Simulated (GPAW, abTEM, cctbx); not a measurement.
## Be3Bi: the scripts behind a bonding study

Short scripts, each with its output. The cell comes from substitution in a known structure type and wasn't matched to any measured phase.

### 1. Build the all-electron density and subtract free atoms

```text
cell
1.0
     3.914451610    0.000000000    0.000000000
     0.000000000    3.914451610    0.000000000
     0.000000000    0.000000000    3.914451610
Bi Be
1 3
Direct
0.000000000 0.000000000 0.000000000
0.500000000 0.500000000 0.000000000
0.500000000 0.000000000 0.500000000
0.000000000 0.500000000 0.500000000
```

```python
import numpy as np
from ase.io import read
from ase.units import Bohr
from gpaw import GPAW, PW, FermiDirac
from gpaw.calculator import GPAW as OldGPAW
from gpaw.mpi import serial_comm, world
from scipy.special import erfc
from scipy.spatial import cKDTree

atoms = read("cell.vasp")
atoms.calc = GPAW(mode=PW(450), xc="PBE", kpts={"size": (6, 6, 6), "gamma": True},
                 occupations=FermiDirac(0.1), maxiter=120, symmetry={"tolerance": 1e-5}, txt="scf.txt")
atoms.get_potential_energy()
rho = atoms.calc.get_all_electron_density(gridrefinement=2)
moments = atoms.get_magnetic_moments() if atoms.calc.get_number_of_spins() == 2 else np.zeros(len(atoms))
total = atoms.get_magnetic_moment() if moments.any() else 0.0
if world.rank == 0:
    free = OldGPAW(mode=PW(450), xc="PBE", txt=None, communicator=serial_comm)
    neutral = atoms.copy()
    neutral.set_initial_magnetic_moments(None)
    free.initialize(neutral)
    free.set_positions(neutral)
    drho = rho - free.get_all_electron_density(gridrefinement=2)
    # GPAW starts from confined atoms: exchange their smooth part for that of the datasets' free atoms
    h = np.stack(np.meshgrid(*[np.fft.fftfreq(n, 1 / n) for n in drho.shape], indexing="ij"), -1)
    gabs = np.linalg.norm(h @ atoms.cell.reciprocal(), axis=-1)
    tails = np.fft.fftn(free.get_pseudo_density(gridrefinement=2))
    g, form, v0 = np.linspace(0, gabs.max(), 1500), {}, 0
    for e in set(atoms.symbols):
        idx = atoms.symbols.search(e)
        d = free.setups[idx[0]].data
        r, w = d.rgd.r_g * Bohr, d.rgd.r_g**2 * d.rgd.dr_g
        j0 = np.sinc(2 * g[:, None] * r)
        smooth = sum(f * p**2 for f, p in zip(d.f_j, d.phit_jg)) + np.sqrt(4 * np.pi) * d.nct_g
        full = sum(f * p**2 for f, p in zip(d.f_j, d.phi_jg)) + np.sqrt(4 * np.pi) * d.nc_g
        phase = sum(np.exp(-2j * np.pi * h @ s) for s in atoms.get_scaled_positions()[idx])
        tails -= np.interp(gabs, g, j0 @ (smooth * w)) * phase * drho.size / atoms.get_volume()
        form[e] = j0 @ (full * w)
        v0 += 2 * np.pi / 3 * 14.3996 * (full * w * r**2).sum() * len(idx)  # V A^3
    tails *= 0.5 * erfc((gabs - 1.8) / 0.25)  # the tails differ at long wavelengths alone
    drho += np.fft.ifftn(tails).real  # crystal minus superposed spherical free atoms
    np.save("drho.npy", drho)
    dv = atoms.get_volume() / drho.size
    print("grid", drho.shape, " electrons %.3f" % (rho.sum() * dv), " moved by bonding %.3f e" % (abs(drho).sum() * dv / 2))
    pts = np.indices(drho.shape).reshape(3, -1).T / drho.shape @ atoms.cell
    shifts = (np.indices((3, 3, 3)).reshape(3, -1).T - 1) @ atoms.cell
    images = (atoms.positions[None] + shifts[:, None]).reshape(-1, 3)
    dist, idx = cKDTree(images).query(pts, k=4)
    out = drho.ravel()[dist[:, 0] > 0.5]
    print("deformation density beyond 0.5 A of the nuclei: max %.3f, min %.3f e/A^3" % (out.max(), out.min()))
    tie = dist < dist[:, :1] + 1e-4
    q = -np.bincount((idx % len(atoms))[tie], (drho.ravel()[:, None] / tie.sum(1, keepdims=True) * tie)[tie], len(atoms)) * dv
    print("atom        x       y       z   Voronoi charge  moment")
    for a, s, c, m in zip(atoms, atoms.get_scaled_positions(), q, moments):
        print("%-2s%-3d %7.4f %7.4f %7.4f %10.3f %10.2f" % (a.symbol, a.index + 1, *s, c, m))
    np.savez("free.npz", g=g, **form)
    print("mean inner potential of superposed free atoms %.3f V" % (v0 / atoms.get_volume()))
    print("total magnetic moment %.3f muB" % total)
```

```console
$ OMP_NUM_THREADS=1 mpirun -n 4 gpaw python run.py > gpaw.log
```

```text
grid (40, 40, 40)  electrons 95.000  moved by bonding 0.338 e
deformation density beyond 0.5 A of the nuclei: max 0.024, min -0.050 e/A^3
atom        x       y       z   Voronoi charge  moment
Bi1    0.0000  0.0000  0.0000      0.111       0.00
Be2    0.5000  0.5000  0.0000     -0.037       0.00
Be3    0.5000  0.0000  0.5000     -0.037       0.00
Be4    0.0000  0.5000  0.5000     -0.037       0.00
mean inner potential of superposed free atoms 17.777 V
total magnetic moment 0.000 muB
```

Time: 8.6 s on 4 cores of Intel(R) Xeon(R) Platinum 8488C (Sapphire Rapids) (shared host), peak memory 0.68 GiB.

### 2. Fourier-transform the difference

```python
from cctbx import adptbx, crystal, miller, xray
from cctbx.eltbx import tiny_pse
import numpy as np

cs = crystal.symmetry(unit_cell=(3.9145, 3.9145, 3.9145, 90, 90, 90), space_group_symbol='Hall: -P 4 2 3')  # Pm-3m
atoms = [  # label, site, U (iso, or U11 U22 U33 U12 U13 U23 in A^2), occupancy
    ("Bi1", (0, 0, 0), 0.0000, 1),
    ("Be1", (0.5, 0.5, 0), 0.0000, 1),
]
xs = xray.structure(crystal_symmetry=cs)
for label, site, u, occ in atoms:
    u = adptbx.u_cif_as_u_star(cs.unit_cell(), u) if isinstance(u, tuple) else u
    xs.add_scatterer(xray.scatterer(label, site=site, u=u, occupancy=occ))
xs.scattering_type_registry(table="wk1995")
drho = np.load("drho.npy")
T = np.array([[1, 0, 0], [0, 1, 0], [0, 0, 1]])  # conventional axes in terms of the primitive ones
dF = np.fft.ifftn(drho) * 59.98087  # electrons a conventional cell, indexed by primitive hkl
ms = miller.build_set(cs, anomalous_flag=False, d_min=0.9).sort("resolution")
iam = ms.structure_factors_from_scatterers(xs, algorithm="direct").f_calc()
p1 = xs.expand_to_p1()
z = np.array([tiny_pse.table(sc.scattering_type).atomic_number() for sc in p1.scatterers()])
x = np.array(p1.sites_frac())
free = np.load("free.npz")
print("static structure factors of the conventional cell: F in electrons, V (Mott-Bethe) in volts")
print("   h  k  l      d  |F| table  |F| free   |F| DFT   change   |V| free  |V| DFT  change %")
for h, d, table in list(zip(ms.indices(), ms.d_spacings().data(), iam.data()))[:16]:
    df = dF[tuple(np.rint(np.linalg.solve(T, h)).astype(int))]
    phase = np.exp(2j * np.pi * x @ h)
    f = sum(np.interp(1 / d, free["g"], free[sc.scattering_type]) * p for sc, p in zip(p1.scatterers(), phase))
    fz = (z * phase).sum()
    c = 14.3996 * d * d / (np.pi * cs.unit_cell().volume())
    v0, v1 = abs(fz - f) * c, abs(fz - f - df) * c
    print("%4d%3d%3d %7.4f %9.3f %9.3f %9.3f %8.3f %9.3f %8.3f %8s" % (h + (d, abs(table), abs(f), abs(f + df), abs(f + df) - abs(f), v0, v1, "%.1f" % (100 * (v1 / v0 - 1)) if v0 > 0.02 else "-")))
```

```console
$ python run.py
```

```text
static structure factors of the conventional cell: F in electrons, V (Mott-Bethe) in volts
   h  k  l      d  |F| table  |F| free   |F| DFT   change   |V| free  |V| DFT  change %
   0  1  0  3.9145    73.507    73.436    73.324   -0.112     6.515    6.646      2.0
   0  1  1  2.7680    69.611    69.563    69.547   -0.017     5.525    5.535      0.2
   1  1  1  2.2600    74.317    74.312    74.260   -0.052     8.075    8.095      0.3
   0  2  0  1.9573    71.208    71.194    71.012   -0.182     6.969    7.022      0.8
   0  2  1  1.7506    61.761    61.756    61.747   -0.010     4.038    4.040      0.1
   1  2  1  1.5981    59.818    59.816    59.841    0.024     3.744    3.739     -0.1
   0  2  2  1.3840    62.853    62.814    62.870    0.056     4.711    4.703     -0.2
   1  2  2  1.3048    55.104    55.093    55.113    0.020     3.110    3.108     -0.1
   0  3  0  1.3048    55.104    55.093    55.108    0.015     3.110    3.108     -0.1
   0  3  1  1.2379    53.803    53.788    53.797    0.010     2.952    2.951     -0.0
   1  3  1  1.1803    58.537    58.491    58.519    0.027     3.886    3.883     -0.1
   2  2  2  1.1300    57.306    57.260    57.299    0.039     3.683    3.679     -0.1
   0  3  2  1.0857    50.457    50.436    50.441    0.006     2.573    2.572     -0.0
   1  3  2  1.0462    49.492    49.470    49.478    0.008     2.470    2.469     -0.0
   0  4  0  0.9786    53.107    53.064    53.049   -0.015     3.069    3.070      0.0
   2  3  2  0.9494    46.938    46.917    46.928    0.011     2.210    2.209     -0.0
```

Time: 0.4 s on 1 core of Intel(R) Xeon(R) Platinum 8488C (Sapphire Rapids) (shared host), peak memory 0.07 GiB.

### 3. Propagate a plane wave with and without the bonding term

```python
import abtem
import numpy as np
from ase.build import make_supercell
from ase.io import read

abtem.config.set({"dask.lazy": False, "fft": "fftw", "diagnostics.progress_bar": False})
M = [[0, 1, 0], [-1, 0, 0], [0, 0, 1]]  # rows: x, y and beam direction in the primitive cell's axes
unit = make_supercell(read("cell.vasp"), M)
unit.set_cell(list(unit.cell.lengths()) + [90, 90, 90], scale_atoms=True)
unit.positions[:, 2] += 0.4893  # keeps atomic planes off the slice boundaries
unit.wrap()
slab = unit * (1, 1, 156)
print(slab.get_chemical_formula(), "| box %.2f x %.2f x %.2f A" % tuple(slab.cell.lengths()))

# change of the potential by bonding, from the DFT deformation density (Poisson's equation term by term)
drho = np.load("drho.npy")
prim = read("cell.vasp")
h = np.stack(np.meshgrid(*[np.fft.fftfreq(n, 1 / n) for n in drho.shape], indexing="ij"), -1).reshape(-1, 3).astype(int)
g2 = ((h @ prim.cell.reciprocal()) ** 2).sum(1)
keep = (g2 > 0) & (g2 < 2.5**2)
shape = (112, 112, 24)
vg = np.zeros(shape, complex)
hm = h[keep] @ np.array(M).T
move = np.exp(-2j * np.pi * hm[:, 2] * (0.4893 / unit.cell[2, 2] - 0.5 / shape[2]))  # the same shift, sampled at mid-points
vg[tuple(hm.T % np.array(shape)[:, None])] = -14.3996 / np.pi * (np.fft.fftn(drho).ravel() / drho.size)[keep] / g2[keep] * move
dV = np.fft.ifftn(vg).real * vg.size
dV = dV.reshape(112, 112, 4, 6).mean(3) * unit.cell[2, 2] / 4  # V A, projected in each slice
dV = np.tile(dV.transpose(2, 0, 1), (156, 1, 1))


def build(atoms):
    p = abtem.Potential(atoms, gpts=(112, 112), slice_thickness=[slab.cell[2, 2] / 624] * 624,
                        parametrization="lobato", projection="infinite", exit_planes=52).build()
    p.array[:] += BONDING * dV
    return p


def potentials():
    yield build(slab)  # atoms at rest


for label, BONDING in (("IAM", 0.0), ("DFT", 1.0)):
    print("=====", label)
    potential = build(slab)
    print("grid", potential.gpts, "slices", potential.num_slices)
    thickness = potential.exit_thicknesses
    wave = abtem.PlaneWave(energy=300000)
    dp = np.mean([wave.multislice(p).diffraction_patterns(max_angle="valid").array for p in potentials()], axis=0)
    hkl = [(0, 0, 0), (1, 0, 0), (1, 1, 0), (2, 0, 0), (2, 1, 0), (2, 2, 0), (3, 0, 0)]
    nx, ny = dp.shape[-2:]
    print("intensity of each beam, fraction of the incident wave")
    print("  t (A)" + "".join("%9s" % " ".join(map(str, h)) for h in hkl) + "  diffuse    total")
    grid = np.zeros((nx, ny), bool)
    grid[nx // 2 % 1::1, ny // 2 % 1::1] = True
    for t, a in list(zip(thickness, dp))[1:]:
        idx = [np.rint(np.array(M) @ np.linalg.solve([[1, 0, 0], [0, 1, 0], [0, 0, 1]], h)).astype(int) for h in hkl]
        print("%7.1f" % t + "".join("%9.5f" % a[nx // 2 + i[0] * 1, ny // 2 + i[1] * 1] for i in idx) + "%9.4f%9.4f" % (a[~grid].sum(), a.sum()))
```

```console
$ python run.py
```

```text
Be468Bi156 | box 3.91 x 3.91 x 610.65 A
===== IAM
grid (112, 112) slices 624
intensity of each beam, fraction of the incident wave
  t (A)    0 0 0    1 0 0    1 1 0    2 0 0    2 1 0    2 2 0    3 0 0  diffuse    total
   50.9  0.87455  0.00530  0.00217  0.00887  0.00059  0.00103  0.00054   0.0000   0.9904
  101.8  0.70781  0.01322  0.00416  0.02341  0.00109  0.00118  0.00105   0.0000   0.9795
  152.7  0.53933  0.02531  0.00760  0.03786  0.00155  0.00114  0.00075   0.0000   0.9655
  203.6  0.41808  0.03963  0.01182  0.04130  0.00188  0.00087  0.00057   0.0000   0.9529
  254.4  0.34966  0.05418  0.01545  0.03283  0.00181  0.00254  0.00068   0.0000   0.9459
  305.3  0.31530  0.06645  0.01768  0.02176  0.00125  0.00491  0.00039   0.0000   0.9374
  356.2  0.29025  0.07251  0.01729  0.01308  0.00053  0.00419  0.00012   0.0000   0.9302
  407.1  0.24171  0.08109  0.01862  0.00570  0.00057  0.00066  0.00030   0.0000   0.9210
  458.0  0.17801  0.08363  0.01766  0.00438  0.00097  0.00072  0.00045   0.0000   0.9154
  508.9  0.12779  0.08190  0.01577  0.00635  0.00117  0.00217  0.00033   0.0000   0.9127
  559.8  0.09489  0.08014  0.01415  0.01472  0.00090  0.00166  0.00021   0.0000   0.9115
  610.7  0.06729  0.08630  0.01566  0.02067  0.00134  0.00143  0.00014   0.0000   0.9157
===== DFT
grid (112, 112) slices 624
intensity of each beam, fraction of the incident wave
  t (A)    0 0 0    1 0 0    1 1 0    2 0 0    2 1 0    2 2 0    3 0 0  diffuse    total
   50.9  0.87101  0.00582  0.00219  0.00908  0.00062  0.00100  0.00056   0.0000   0.9904
  101.8  0.69773  0.01466  0.00422  0.02387  0.00119  0.00117  0.00103   0.0000   0.9792
  152.7  0.52243  0.02799  0.00777  0.03830  0.00169  0.00120  0.00069   0.0000   0.9650
  203.6  0.39634  0.04360  0.01220  0.04145  0.00198  0.00098  0.00052   0.0000   0.9521
  254.4  0.32476  0.05901  0.01615  0.03300  0.00176  0.00270  0.00061   0.0000   0.9449
  305.3  0.28794  0.07135  0.01885  0.02224  0.00109  0.00512  0.00031   0.0000   0.9361
  356.2  0.26263  0.07635  0.01885  0.01362  0.00044  0.00428  0.00011   0.0000   0.9284
  407.1  0.21833  0.08287  0.02068  0.00614  0.00060  0.00069  0.00029   0.0000   0.9187
  458.0  0.16666  0.08209  0.02021  0.00430  0.00110  0.00078  0.00039   0.0000   0.9130
  508.9  0.13094  0.07775  0.01881  0.00581  0.00125  0.00225  0.00025   0.0000   0.9105
  559.8  0.10921  0.07447  0.01745  0.01420  0.00097  0.00173  0.00020   0.0000   0.9092
  610.7  0.08983  0.07878  0.01966  0.02053  0.00123  0.00153  0.00009   0.0000   0.9133
```

Time: 11 s.

### 4. Scan a probe

```python
import abtem
import numpy as np
from ase.build import make_supercell
from ase.io import read

abtem.config.set({"dask.lazy": False, "fft": "fftw", "diagnostics.progress_bar": False})
M = [[0, 1, 0], [-1, 0, 0], [0, 0, 1]]  # rows: x, y and beam direction in the primitive cell's axes
unit = make_supercell(read("cell.vasp"), M)
unit.set_cell(list(unit.cell.lengths()) + [90, 90, 90], scale_atoms=True)
unit.positions[:, 2] += 0.4893  # keeps atomic planes off the slice boundaries
unit.wrap()
slab = unit * (4, 4, 10)
print(slab.get_chemical_formula(), "| box %.2f x %.2f x %.2f A" % tuple(slab.cell.lengths()))

# change of the potential by bonding, from the DFT deformation density (Poisson's equation term by term)
drho = np.load("drho.npy")
prim = read("cell.vasp")
h = np.stack(np.meshgrid(*[np.fft.fftfreq(n, 1 / n) for n in drho.shape], indexing="ij"), -1).reshape(-1, 3).astype(int)
g2 = ((h @ prim.cell.reciprocal()) ** 2).sum(1)
keep = (g2 > 0) & (g2 < 2.5**2)
shape = (50, 50, 24)
vg = np.zeros(shape, complex)
hm = h[keep] @ np.array(M).T
move = np.exp(-2j * np.pi * hm[:, 2] * (0.4893 / unit.cell[2, 2] - 0.5 / shape[2]))  # the same shift, sampled at mid-points
vg[tuple(hm.T % np.array(shape)[:, None])] = -14.3996 / np.pi * (np.fft.fftn(drho).ravel() / drho.size)[keep] / g2[keep] * move
dV = np.fft.ifftn(vg).real * vg.size
dV = dV.reshape(50, 50, 4, 6).mean(3) * unit.cell[2, 2] / 4  # V A, projected in each slice
dV = np.tile(dV.transpose(2, 0, 1), (10, 4, 4))


def build(atoms):
    p = abtem.Potential(atoms, gpts=(200, 200), slice_thickness=[slab.cell[2, 2] / 40] * 40,
                        parametrization="lobato", projection="infinite", exit_planes=20).build()
    p.array[:] += BONDING * dV
    return p


def potentials():
    yield build(slab)  # atoms at rest


for label, BONDING in (("IAM", 0.0), ("DFT", 1.0)):
    print("=====", label)
    potential = build(slab)
    print("grid", potential.gpts, "slices", potential.num_slices)
    thickness = potential.exit_thicknesses
    probe = abtem.Probe(energy=300000, semiangle_cutoff=25)
    probe.grid.match(potential)
    print("wavelength %.5f A, largest angle on the grid %.0f mrad" % (probe.wavelength, min(probe.cutoff_angles)))
    detectors = {"ABF": (12, 25), "BF": (0, 12), "LAADF": (30, 80)}  # mrad
    columns = [  # name, x, y (A)
        ("Bi", 0.000, 0.000),
        ("Be", 1.957, 1.957),
        ("void", 0.979, 0.979),
    ]
    scan = abtem.GridScan(start=(0.0000, 0.0000), end=(3.9145, 3.9145), gpts=(21, 21), endpoint=False)
    dets = [abtem.AnnularDetector(*v) for v in detectors.values()] + [abtem.PixelatedDetector(max_angle=38)]
    runs = [probe.scan(p, scan=scan, detectors=dets, max_batch=32) for p in potentials()]
    out = [sum(x[1:], x[0]) / len(x) for x in zip(*runs)]
    images = dict(zip(detectors, out))
    images["iCOM"] = out[-1].center_of_mass().integrate_gradient()
    np.save(label + "_pacbed.npy", out[-1].array.mean(axis=(1, 2)))
    print("PACBED pixel %.3f x %.3f mrad" % out[-1].angular_sampling)
    for name, im in images.items():
        im = im.interpolate(sampling=0.1, boundary="periodic").gaussian_filter(0.35)
        np.save(label + "_" + name + ".npy", im.array)
        print(name, "signal at the columns" + (", fraction of the beam" if name in detectors else ""))
        print("  t (A)     mean" + "".join("%10s" % c[0][:9] for c in columns))
        for t, a in list(zip(thickness, im.array))[1:]:
            at = [a[round((x - 0.0000) / im.sampling[0]) % a.shape[0], round((y - 0.0000) / im.sampling[1]) % a.shape[1]] for _, x, y in columns]
            print("%7.1f %8.5f" % (t, a.mean()) + "".join("%10.5f" % v for v in at))
```

```console
$ python run.py
```

```text
Be480Bi160 | box 15.66 x 15.66 x 39.14 A
===== IAM
grid (200, 200) slices 40
wavelength 0.01969 A, largest angle on the grid 84 mrad
PACBED pixel 1.257 x 1.257 mrad
ABF signal at the columns, fraction of the beam
  t (A)     mean        Bi        Be      void
   19.6  0.72995   0.54422   0.74323   0.74765
   39.1  0.70826   0.45311   0.72114   0.73702
BF signal at the columns, fraction of the beam
  t (A)     mean        Bi        Be      void
   19.6  0.23351   0.15209   0.24591   0.23726
   39.1  0.23234   0.19482   0.26404   0.22762
LAADF signal at the columns, fraction of the beam
  t (A)     mean        Bi        Be      void
   19.6  0.01240   0.10008   0.00309   0.00452
   39.1  0.01558   0.06596   0.00398   0.01056
iCOM signal at the columns
  t (A)     mean        Bi        Be      void
   19.6  0.02835   0.11439   0.02697   0.01610
   39.1  0.02835   0.13193   0.02723   0.01088
===== DFT
grid (200, 200) slices 40
wavelength 0.01969 A, largest angle on the grid 84 mrad
PACBED pixel 1.257 x 1.257 mrad
ABF signal at the columns, fraction of the beam
  t (A)     mean        Bi        Be      void
   19.6  0.72981   0.54373   0.74321   0.74763
   39.1  0.70794   0.45274   0.72112   0.73695
BF signal at the columns, fraction of the beam
  t (A)     mean        Bi        Be      void
   19.6  0.23351   0.15218   0.24590   0.23716
   39.1  0.23232   0.19514   0.26397   0.22725
LAADF signal at the columns, fraction of the beam
  t (A)     mean        Bi        Be      void
   19.6  0.01243   0.10019   0.00312   0.00455
   39.1  0.01568   0.06612   0.00403   0.01066
iCOM signal at the columns
  t (A)     mean        Bi        Be      void
   19.6  0.02924   0.11627   0.02727   0.01682
   39.1  0.02924   0.13455   0.02697   0.01149
```

Time: 30 s.

[Outputs are excerpts: Python notices, other lines and further rows are left out; steps that failed or that the build refused (PBEsol, TPSS) are not shown.]

[Logs are printed without paths, hosts, clocks, repeated set-up lines and the standing remarks that a program may print on its own settings, such as how far it seeks lower states.]
